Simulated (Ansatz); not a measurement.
## Band gap of SrHgGeSe4 (Ama2) from density functionals to GW

What gap does each level of theory give for SrHgGeSe4 (Ama2), and in what time?

Calculated with Ansatz 0.2.0; density functionals, hybrids and G0W0, plane waves, PAW.

### 1. Set-up

It takes space group Ama2 (No. 40, orthorhombic). Conventional cell: a = 10.838 Å, b = 10.746 Å, c = 6.638 Å, α = 90.00°, β = 90.00°, γ = 90.00°. Sr has 8 Se at 3.15 to 3.28 Å nearest. Nearest to Ge lie 4 Se at 2.35 to 2.42 Å. Hg has 4 Se at 2.57 to 2.83 Å nearest. Se has 1 Ge at 2.39 Å and 1 Hg at 2.74 Å and 2 Sr at 3.28 Å nearest. Nearest to Se lie 1 Ge at 2.42 Å and 1 Hg at 2.57 Å and 2 Sr at 3.15 Å. Se has 1 Ge at 2.35 Å and 1 Hg at 2.83 Å and 2 Sr at 3.18 Å nearest. Farther neighbours and most contacts between anions are not listed.

Geometry: measured cell, ions relaxed with PBE. The runs that relaxed it are not among those shown. Spin-orbit coupling is left out unless a step names it.

The logs state that the PAW files were generated under PBE.

### 2. LDA on the 2×4×4 mesh

This step: DFT, LDA, plane waves, PAW; PAW set soft_1.

File input.yaml:

```yaml
crystal:
  lattice:
    - [10.8375, 0.0, 0.0]
    - [0.0, 5.3728, 3.31885]
    - [0.0, -5.3728, 3.31885]
  atoms:
    - { symbol: Sr, position: [0.0, 0.2560433466, 0.2560433466] }
    - { symbol: Sr, position: [0.5, 0.2560433466, 0.2560433466] }
    - { symbol: Ge, position: [0.25, 0.9567885199, 0.5195787844] }
    - { symbol: Ge, position: [0.75, 0.5195787844, 0.9567885199] }
    - { symbol: Hg, position: [0.25, 0.5280692319, 0.8556187453] }
    - { symbol: Hg, position: [0.75, 0.8556187453, 0.5280692319] }
    - { symbol: Se, position: [0.0730524407, 0.1828143308, 0.7237791204] }
    - { symbol: Se, position: [0.9269475593, 0.7237791204, 0.1828143308] }
    - { symbol: Se, position: [0.4269475593, 0.1828143308, 0.7237791204] }
    - { symbol: Se, position: [0.5730524407, 0.7237791204, 0.1828143308] }
    - { symbol: Se, position: [0.25, 0.9728837483, 0.1441951116] }
    - { symbol: Se, position: [0.75, 0.1441951116, 0.9728837483] }
    - { symbol: Se, position: [0.25, 0.5501429265, 0.4178893364] }
    - { symbol: Se, position: [0.75, 0.4178893364, 0.5501429265] }
kpoints:
  mp_grid: { grid: [2, 4, 4] }
  band_path:
    path:
      - [0.0, 0.0, 0.0]
      - [0.0, 0.5, -0.5]
      - [0.0, 0.65460757, -0.34539243]
      - [0.0, 0.34539243, 0.34539243]
      - [0.5, 0.0, 0.0]
      - [0.5, 0.34539243, 0.34539243]
      - [0.5, 0.65460757, -0.34539243]
      - [0.5, 0.5, -0.5]
    npoints: 1
hamiltonian:
  xc: lda
  pseudopotentials: { kind: paw, azcp: { folder: soft_1 }, xc_functional: pbe }
scf:
  occupations: { method: fixed }
  n_extra_bands: 8
output:
  eigenvalues: true
  forces: true
  stress: true
```

On the command line:

```console
> ansatz run input.yaml --threads 2 --pin off --max-ram 92160MiB --backend cuda --events-out ev --progress --plain --runs-dir out --devices 1 --max-vram 13GiB
```

Numbers of over 12 decimals in the logs are rounded to 6 here.

Log:

```text
scf.n_extra_bands = 8 over 108 filled bands (N_el = 216.0): the run solves 116 bands
GPUs: using 1 of 1 available (devices: 1).
Engine: ansatz 0.2.0, x86_64-unknown-linux-gnu
Pseudopotentials: kind: paw
Pseudopotential: Sr, paw, valence charge 10, recommended cutoff 420 eV (normal), soft_1/Sr.paw.azcp
Pseudopotential: Ge, paw, valence charge 14, recommended cutoff 420 eV (normal), soft_1/Ge.paw.azcp
Pseudopotential: Hg, paw, valence charge 20, recommended cutoff 420 eV (normal), soft_1/Hg.paw.azcp
Pseudopotential: Se, paw, valence charge 16, recommended cutoff 420 eV (normal), soft_1/Se.paw.azcp
Functional definition: SPW92
  exchange = slater_x
  correlation = pw_c
device memory: the entry about to start is reckoned to put 5.1 GiB on a device that reports 67.1 GiB free (of which the cap on the GPU budget leaves the run 13.0 GiB)
GPU FFT provider: cuFFT
GPU libraries: cuBLAS 13.8.2, cuFFT 12.4.0, cuSOLVER 12.3.4
Crystal: 14 atoms, lattice volume = 386.498 Å³
Basis set: ecut = 420 eV, 7535 PW (Γ)
Bands: 116, of which v1, the nominal top of the filled ones, is band 108 counted from 1 (107 counted from 0)
Symmetry: 4 space group operations
Space group: Ama2 (ITA 40), of the structure as read, at distance tolerance 7.3e-5 Å
k-points: 14 of 32 (time reversal used)
Non-local potential: Sr, projectors of the file, l = 0: 3, l = 1: 2, l = 2: 2
Non-local potential: Ge, projectors of the file, l = 0: 2, l = 1: 2, l = 2: 3, l = 3: 1
Non-local potential: Hg, projectors of the file, l = 0: 3, l = 1: 2, l = 2: 2, l = 3: 1
Non-local potential: Se, projectors of the file, l = 0: 2, l = 1: 2, l = 2: 3, l = 3: 1
PAW form: soft (Blöchl's): semilocal exchange-correlation on the pseudo side does not see the compensation charge
PAW frozen core: Sr, regenerated for the run's functional, and the local potential with it (the file was generated under x = pbe(κ = 0.804, μ = 0.219515), c = pbe(β = 0.066725))
PAW frozen core: Ge, regenerated for the run's functional, and the local potential with it (the file was generated under x = pbe(κ = 0.804, μ = 0.219515), c = pbe(β = 0.066725))
PAW frozen core: Hg, regenerated for the run's functional, and the local potential with it (the file was generated under x = pbe(κ = 0.804, μ = 0.219515), c = pbe(β = 0.066725))
PAW frozen core: Se, regenerated for the run's functional, and the local potential with it (the file was generated under x = pbe(κ = 0.804, μ = 0.219515), c = pbe(β = 0.066725))
PAW one-centre angular grid: Sr, 110 points (default); XC on 64 Gauss nodes
PAW one-centre angular grid: Ge, 590 points (default); XC on 64 Gauss nodes
PAW one-centre angular grid: Hg, 590 points (default); XC on 64 Gauss nodes
PAW one-centre angular grid: Se, 590 points (default); XC on 64 Gauss nodes
Initial density: superposition of atomic densities (chi_scale 0.1, normalization cell, long waves kept (reshape's long-wave potential 0.01 eV rms))
Initial wavefunctions: pseudopotential atomic-orbital guess
GPU buffer pool allocated for 151875 grid points (all kernels)
GPU transforms: local potential and band sums: pruned to the plane-wave sphere, on 75×45×45
Functional: x = slater, c = lda
SCF iter   1: F=—  HF=-85449.477101 eV  |F-HF|=—  |Δ(HF+E_count)|=         —  Δρ=3.93e-2  dr2=1.18e1  ethr=3.10e-3  ⟨swp⟩=6.4  Hψ=5671  notcnv=0  defer=71
preconditioner: auto → Resta (q_TF=auto, 2.476 Å⁻¹)  ε∞=6.0  [insulator: Δε(μ)=0.806 eV  Ē_g=7.714 eV  n_scr=98 (ndim 8)  ℏωp=17.3 eV  f_vac=0.062  ε∞_Penn≈6.0]
SCF iter   2: F=—  HF=-85446.412862 eV  |F-HF|=—  |Δ(HF+E_count)|=    3.06e0  Δρ=2.04e-2  dr2=3.31e0  ethr=3.10e-3  ⟨swp⟩=3.1  Hψ=2628  notcnv=0  defer=73
SCF iter   3: F=—  HF=-85445.169995 eV  |F-HF|=—  |Δ(HF+E_count)|=    1.24e0  Δρ=5.18e-3  dr2=2.28e-1  ethr=1.53e-3  ⟨swp⟩=3.5  Hψ=2557  notcnv=0  defer=80
SCF iter   4: F=—  HF=-85445.065119 eV  |F-HF|=—  |Δ(HF+E_count)|=   1.05e-1  Δρ=2.51e-3  dr2=4.25e-2  ethr=1.05e-4  ⟨swp⟩=3.0  Hψ=3481  notcnv=0  defer=84
SCF iter   5: F=—  HF=-85445.052874 eV  |F-HF|=—  |Δ(HF+E_count)|=   1.22e-2  Δρ=7.94e-4  dr2=3.63e-3  ethr=1.97e-5  ⟨swp⟩=3.0  Hψ=2472  notcnv=0  defer=84
SCF iter   6: F=—  HF=-85445.053417 eV  |F-HF|=—  |Δ(HF+E_count)|=   5.43e-4  Δρ=3.28e-4  dr2=7.37e-4  ethr=1.68e-6  ⟨swp⟩=2.0  Hψ=2988  notcnv=0  defer=84
SCF iter   7: F=—  HF=-85445.052213 eV  |F-HF|=—  |Δ(HF+E_count)|=   1.20e-3  Δρ=1.40e-4  dr2=1.78e-4  ethr=3.41e-7  ⟨swp⟩=2.0  Hψ=2400  notcnv=0  defer=84
SCF iter   8: F=—  HF=-85445.052239 eV  |F-HF|=—  |Δ(HF+E_count)|=   2.51e-5  Δρ=6.21e-5  dr2=3.46e-5  ethr=8.22e-8  ⟨swp⟩=2.0  Hψ=2723  notcnv=0  defer=74
SCF iter   9: F=—  HF=-85445.052900 eV  |F-HF|=—  |Δ(HF+E_count)|=   6.62e-4  Δρ=2.50e-5  dr2=5.26e-6  ethr=1.60e-8  ⟨swp⟩=2.0  Hψ=3068  notcnv=0  defer=51
SCF iter  10: F=—  HF=-85445.052901 eV  |F-HF|=—  |Δ(HF+E_count)|=   6.95e-7  Δρ=7.34e-6  dr2=3.28e-7  ethr=2.44e-9  ⟨swp⟩=2.0  Hψ=3045  notcnv=0  defer=51
SCF iter  11: F=-85445.052901 eV  HF=-85445.052901 eV  |F-HF|=2.70e-8  |Δ(HF+E_count)|=   9.74e-8  Δρ=2.69e-6  dr2=4.69e-8  ethr=4.63e-11  ⟨swp⟩=12.9  Hψ=9343  notcnv=0
SCF 1 converged in 11 iterations: F = -85445.052901 eV  dr2 = 4.69e-8
[...]
device memory: the entry about to start is reckoned to put 3.0 GiB on a device that reports 66.3 GiB free (of which the cap on the GPU budget leaves the run 13.0 GiB)
NSCF: frozen V_eff on 8 k-points
SCF converged after 11 iterations
Free energy (F): -85445.052901 eV
Harris-Foulkes:  -85445.052901 eV  (|F-HF|=2.70e-8)
Internal energy: -85445.052901 eV  (E = F + TS)
E sigma→0 (E₀):  -85445.052901 eV
Fermi energy:    7.043341 eV
--- Per-component energies (eV) ---
  E_band       = -4750.145042
  E_kinetic    = 2689.486460
  E_local      = -36411.960994  (includes V_loc(G=0)·N_el)
  E_nonlocal   = -1701.971094
  E_hartree    = 17750.746754
  E_xc         = -1583.545726
  E_vxc        = -1662.511123  (∫ρ·V_xc dr)
  E_paw        = -44759.287376  (= ΣΔE_a)
  E_vpaw       = -3164.673880  (= ΣTr[D̂ρ^β])
  E_aug_tail   = -0.002180  (compensation charges beyond the density's cutoff)
  E_ewald      = -21451.814837
  E_core_change = 23.296092  (= ΣΔE_core)
  E_smearing   = -0.000000  (= −TS)
  E_closure    = 0.000000  (closes the sum)
  Σ components = -85445.052901   (vs F -85445.052901, Δ=0.00e0)
--- Forces (eV/Å), atoms counted from 1 ---
  atom   1  Sr     0.00000000    -0.00000000    -0.02629476
  atom   2  Sr     0.00000000     0.00000000    -0.02629476
  atom   3  Ge     0.00000000     0.04951583     0.00434165
  atom   4  Ge     0.00000000    -0.04951583     0.00434165
  atom   5  Hg     0.00000000     0.03429258    -0.09170308
  atom   6  Hg     0.00000000    -0.03429258    -0.09170308
  atom   7  Se     0.30208231     0.10807391     0.01318424
  atom   8  Se    -0.30208231    -0.10807391     0.01318424
  atom   9  Se    -0.30208231     0.10807391     0.01318424
  atom  10  Se     0.30208231    -0.10807391     0.01318424
  atom  11  Se     0.00000000    -0.23660647    -0.03369839
  atom  12  Se    -0.00000000     0.23660647    -0.03369839
  atom  13  Se     0.00000000    -0.01087362     0.12094729
  atom  14  Se     0.00000000     0.01087362     0.12094729
  max |Σ_I F_I| component: 7.76e-5 eV/Å
--- Stress (GPa, compression-positive) ---
       -2.254912       0.000000      -0.000000
        0.000000      -2.449688       0.000000
       -0.000000       0.000000      -2.671631
  P = ⅓ Tr σ = -2.4587 GPa (-24.587 kbar)
--- Band table (eV; the first three rows and the last of 14) ---
  k-point 0: bands = [... 104 lower, 6.4796, 6.4829, 6.5729, 6.6282, 8.2255, 8.8114, 9.2459, 9.7789, ... 4 higher]
  k-point 1: bands = [... 104 lower, 6.1020, 6.3260, 6.4574, 6.6126, 8.1722, 8.9794, 9.3064, 9.8043, ... 4 higher]
  k-point 2: bands = [... 104 lower, 6.0690, 6.3162, 6.3714, 6.4387, 8.2819, 8.9053, 9.0265, 9.6088, ... 4 higher]
  k-point 13: bands = [... 104 lower, 6.2125, 6.2125, 6.8909, 6.8909, 8.6212, 8.6212, 9.6378, 9.6378, ... 4 higher]
```

Wall time 18 s (1 × NVIDIA H100 80GB HBM3 (shared by 6 runs) with 2 threads of AMD EPYC 7R13 (Zen 3), shared host); peak memory 1.1 GiB; 9.5 s of CPU time.

This step gave:

```
pressure             : -2.459 GPa
gap                  : 0.9709 eV
valence top at       : Y
conduction bottom at : Y
least direct gap     : 0.9709 eV
```

Over mesh and listed points the gap is 0.971 eV, direct, at k = (0.000, 0.500, -0.500).

### 3. PBE on the 2×4×4 mesh

Levels along a band path and on the mesh show where this functional puts the band edges.

This step: DFT, PBE, plane waves, PAW; PAW set soft_1.

input.yaml: that of step 2 with these lines changed.

```diff
@@ -24,16 +24,12 @@
     path:
-      - [0.0, 0.0, 0.0]
-      - [0.0, 0.5, -0.5]
-      - [0.0, 0.65460757, -0.34539243]
-      - [0.0, 0.34539243, 0.34539243]
-      - [0.5, 0.0, 0.0]
-      - [0.5, 0.34539243, 0.34539243]
-      - [0.5, 0.65460757, -0.34539243]
-      - [0.5, 0.5, -0.5]
-    npoints: 1
+      - [[0.0, 0.0, 0.0], [0.0, 0.5, -0.5], [0.0, 0.65460757, -0.34539243]]
+      - [[0.0, 0.34539243, 0.34539243], [0.0, 0.0, 0.0], [0.5, 0.0, 0.0], [0.5, 0.34539243, 0.34539243]]
+      - [[0.5, 0.65460757, -0.34539243], [0.5, 0.5, -0.5], [0.0, 0.5, -0.5]]
+      - [[0.0, 0.0, 0.0], [0.0, 0.5, 0.0], [0.5, 0.5, 0.0], [0.5, 0.0, 0.0], [0.5, 0.5, -0.5]]
+    npoints: 10
 hamiltonian:
-  xc: lda
-  pseudopotentials: { kind: paw, azcp: { folder: soft_1 }, xc_functional: pbe }
+  xc: pbe
+  pseudopotentials: { kind: paw, azcp: { folder: soft_1 } }
 scf:
-  occupations: { method: fixed }
+  occupations: { method: fermi_dirac, width: 0.02 }
   n_extra_bands: 8
@@ -43 +39,5 @@
   stress: true
+  write_density: true
+  write_potential: true
+  elf: true
+  volumetric_format: npy
```

Log:

```text
[...]
GPUs: using 1 of 1 available (devices: 1).
[...]
GPU FFT provider: cuFFT
GPU libraries: cuBLAS 13.8.2, cuFFT 12.4.0, cuSOLVER 12.3.4
Crystal: 14 atoms, lattice volume = 386.498 Å³
Basis set: ecut = 420 eV, 7535 PW (Γ), exchange–correlation on 150×90×90 points (8 copies of the dense FFT grid, shifted against one another)
Bands: 116, of which v1, the nominal top of the filled ones, is band 108 counted from 1 (107 counted from 0)
Symmetry: 4 space group operations
[...]
k-points: 14 of 32 (time reversal used)
[...]
GPU buffer pool allocated for 151875 grid points (all kernels)
[...]
SCF iter   1: F=—  HF=-87077.248241 eV  |F-HF|=—  |Δ(HF+E_count)|=         —  Δρ=4.06e-2  dr2=1.16e1  ethr=3.10e-3  ⟨swp⟩=7.9  Hψ=7088  notcnv=0  defer=1
[...]
atom   9  Se     0.00775570    -0.00004687    -0.00125242
  atom  10  Se    -0.00775570     0.00004687    -0.00125242
  atom  11  Se    -0.00000000    -0.00138081     0.00081958
  atom  12  Se    -0.00000000     0.00138081     0.00081958
  atom  13  Se     0.00000000     0.00375483     0.00217236
  atom  14  Se     0.00000000    -0.00375483     0.00217236
  max |Σ_I F_I| component: 5.94e-5 eV/Å
--- Stress (GPa, compression-positive) ---
        1.850225      -0.000000      -0.000000
       -0.000000       1.745833       0.000000
       -0.000000       0.000000       2.142481
  P = ⅓ Tr σ = 1.9128 GPa (19.128 kbar)
--- Band table (eV; the first three rows and the last of 14) ---
  k-point 0: bands = [... 104 lower, 6.7826, 6.8014, 6.8799, 6.9265, 8.7161, 9.2278, 9.6713, 10.1798, ... 4 higher]
  k-point 1: bands = [... 104 lower, 6.4175, 6.6322, 6.7617, 6.9232, 8.6039, 9.3892, 9.7505, 10.2206, ... 4 higher]
  k-point 2: bands = [... 104 lower, 6.3774, 6.6323, 6.6962, 6.7484, 8.7042, 9.3255, 9.4417, 10.0280, ... 4 higher]
  k-point 13: bands = [... 104 lower, 6.5275, 6.5275, 7.1981, 7.1981, 9.0328, 9.0328, 10.0680, 10.0680, ... 4 higher]
[key lines of the parts left out:]
SCF converged after 12 iterations
Free energy (F): -87073.125918 eV
Fermi energy:    7.895485 eV
```

Run time: 18 s. Hardware: 1 × NVIDIA H100 80GB HBM3 (shared by 6 runs) with 2 threads; peak memory 1.4 GiB; 24 s of CPU time.

This step gave:

```yaml
pressure: 1.913 GPa
filled_bands: 108
gap: 1.100 eV
valence_top_at: Y
conduction_bottom_at: Y
least_direct_gap: 1.100 eV
```

Over mesh and path the gap is 1.100 eV, direct, at k = (0.000, 0.500, -0.500). PBE against LDA: 1.100 − 0.971 = +0.129 eV, with the same mesh, files and cutoff, and both edges at the same k points.

### 4. PBE+SOC on the 2×4×4 mesh

This run has two-component orbitals with spin-orbit coupling.

This step: DFT, PBE with spin-orbit coupling, plane waves, PAW; PAW set soft_1.

input.yaml, the sections that differ from step 3:

```yaml
kpoints:
  mp_grid: { grid: [2, 4, 4] }
  band_path:
    path:
      - [0.0, 0.0, 0.0]
      - [0.0, 0.5, -0.5]
      - [0.0, 0.65460757, -0.34539243]
      - [0.0, 0.34539243, 0.34539243]
      - [0.5, 0.0, 0.0]
      - [0.5, 0.34539243, 0.34539243]
      - [0.5, 0.65460757, -0.34539243]
      - [0.5, 0.5, -0.5]
    npoints: 1
hamiltonian:
  xc: pbe
  pseudopotentials: { kind: paw_fr, azcp: { folder: soft_1 } }
scf:
  occupations: { method: fermi_dirac, width: 0.02 }
  n_extra_bands: 16
magnetization:
  noncollinear: true
  spin_orbit: true
# crystal, output: as in step 3
```

Log:

```text
[...]
GPUs: using 1 of 1 available (devices: 1).
[...]
non-collinear run that drives no moment, with spin-orbit: no starting moment large enough to seed its density (crystal.atoms[].spin), no starting occupations that ask for one, no magnetisation constraint and no magnetic field, so the semilocal B_xc is pinned to zero
[...]
k-point 0: bands = [... 212 lower, 6.9628, 6.9628, 7.0321, 7.0321, 8.7208, 8.7208, 9.2178, 9.2178, ... 12 higher]
  k-point 1: bands = [... 212 lower, 6.8137, 6.8285, 6.9342, 6.9442, 8.5985, 8.6153, 9.3897, 9.3924, ... 12 higher]
  k-point 2: bands = [... 212 lower, 6.7137, 6.7137, 6.7712, 6.7712, 8.7082, 8.7082, 9.3270, 9.3270, ... 12 higher]
  k-point 13: bands = [... 212 lower, 7.2094, 7.2094, 7.2140, 7.2140, 9.0233, 9.0233, 9.0439, 9.0439, ... 12 higher]
[key lines of the parts left out:]
SCF converged after 12 iterations
Magnetization: |M| = 0.0000 μB,  M = (+0.0000, +0.0000, +0.0000) μB
Free energy (F): -87157.288378 eV
Fermi energy:    7.911458 eV
P = ⅓ Tr σ = 1.7870 GPa (17.870 kbar)
```

It took 15 s on 1 × NVIDIA H100 80GB HBM3 (shared by 6 runs) with 2 threads; peak memory 2.4 GiB.

Numbers from this step:

| Property | Result |
| --- | --- |
| pressure | 1.787 GPa |
| gap | 1.070 eV |
| valence top at | Y |
| conduction bottom at | Y |
| least direct gap | 1.070 eV |

Over mesh and listed points the gap is 1.070 eV, direct, at k = (0.000, 0.500, -0.500). PBE+SOC against PBE: 1.070 − 1.100 = −0.030 eV, with the same mesh, set of files (read in its fully relativistic form for the spin-orbit run) and cutoff, and both edges at the same k points. The spin-orbit run sees mesh and listed points alone, so its gap is an upper bound: the coupling can move an edge off these points, the more so as this crystal has no centre of inversion, and the change over the zone, its sign included where it is small, is not known.

### 5. r2SCAN on the 2×4×4 mesh

r2SCAN is a meta-GGA: it depends on the kinetic-energy density as well as on the density and its gradient.

This step: DFT, r2SCAN, plane waves, PAW; PAW set soft_1.

input.yaml: that of step 4 with these lines changed.

```diff
@@ -34,10 +34,7 @@
 hamiltonian:
-  xc: pbe
-  pseudopotentials: { kind: paw_fr, azcp: { folder: soft_1 } }
+  xc: r2scan
+  pseudopotentials: { kind: paw, azcp: { folder: soft_1 } }
 scf:
-  occupations: { method: fermi_dirac, width: 0.02 }
-  n_extra_bands: 16
-magnetization:
-  noncollinear: true
-  spin_orbit: true
+  occupations: { method: fixed }
+  n_extra_bands: 8
 output:
@@ -46,5 +43 @@
   stress: true
-  write_density: true
-  write_potential: true
-  elf: true
-  volumetric_format: npy
```

Log:

```text
[...]
GPUs: using 1 of 1 available (devices: 1).
[...]
GPU FFT provider: cuFFT
GPU libraries: cuBLAS 13.8.2, cuFFT 12.4.0, cuSOLVER 12.3.4
Crystal: 14 atoms, lattice volume = 386.498 Å³
Basis set: ecut = 500 eV, 9825 PW (Γ), exchange–correlation on 320×192×192 points (64 copies of the dense FFT grid, shifted against one another)
[...]
k-point 0: bands = [... 104 lower, 6.4833, 6.5306, 6.5901, 6.6364, 8.8432, 9.2573, 9.7273, 10.2066, ... 4 higher]
  k-point 1: bands = [... 104 lower, 6.1269, 6.3364, 6.4728, 6.6431, 8.6286, 9.4104, 9.8368, 10.2746, ... 4 higher]
  k-point 2: bands = [... 104 lower, 6.0787, 6.3535, 6.4190, 6.4674, 8.7291, 9.3380, 9.4840, 10.0822, ... 4 higher]
  k-point 13: bands = [... 104 lower, 6.2473, 6.2473, 6.9214, 6.9214, 9.0384, 9.0384, 10.1426, 10.1426, ... 4 higher]
[key lines of the parts left out:]
SCF converged after 11 iterations
Free energy (F): -87213.262274 eV
Fermi energy:    7.064998 eV
P = ⅓ Tr σ = 0.4641 GPa (4.641 kbar)
```

Run time: 19 s. Hardware: 1 × NVIDIA H100 80GB HBM3 (shared by 6 runs) with 2 threads; peak memory 1.6 GiB; 17 s of CPU time.

This step gave:

```yaml
pressure: 0.4641 GPa
gap: 1.387 eV
valence_top_at: Y
conduction_bottom_at: Y
least_direct_gap: 1.387 eV
```

Over mesh and listed points the gap is 1.387 eV, direct, at k = (0.000, 0.500, -0.500). r2SCAN against PBE: 1.387 − 1.100 = +0.287 eV. The runs also differ in plane-wave cutoff (420 eV and 500 eV), so how much of this comes from the functional alone is not known.

(Continued in part 2 of 3.)

[Paths, hosts, dates, memory and timing lines, banners, echoed tables and standing remarks are left out of the program output.]

[Logs are printed without paths, hosts, clocks, repeated set-up lines and the standing remarks that a program may print on its own settings, such as how far it seeks lower states.]

[Runs of the session that timed out or met a known fault of the program may be left out.]

[Cells called generated may have been cut or substituted from an entry of the Crystallography Open Database or the Materials Project.]

[Hosts, paths, dates, database ids (printed as entryN), source tags and the programs' standing remarks are cut or masked in the printed files.]

[Where an RPA ε∞ is given, it is that of the G0W0 mesh and is not shown converged in it. Names of k-points follow the symmetry that the program found, which can be lower than the space group named. Band edges on a path are those of the sampled points; other points can move an edge, and change direct to indirect where valleys lie close.]

[Hybrid gaps are those of their k-mesh and are not shown converged in it.]
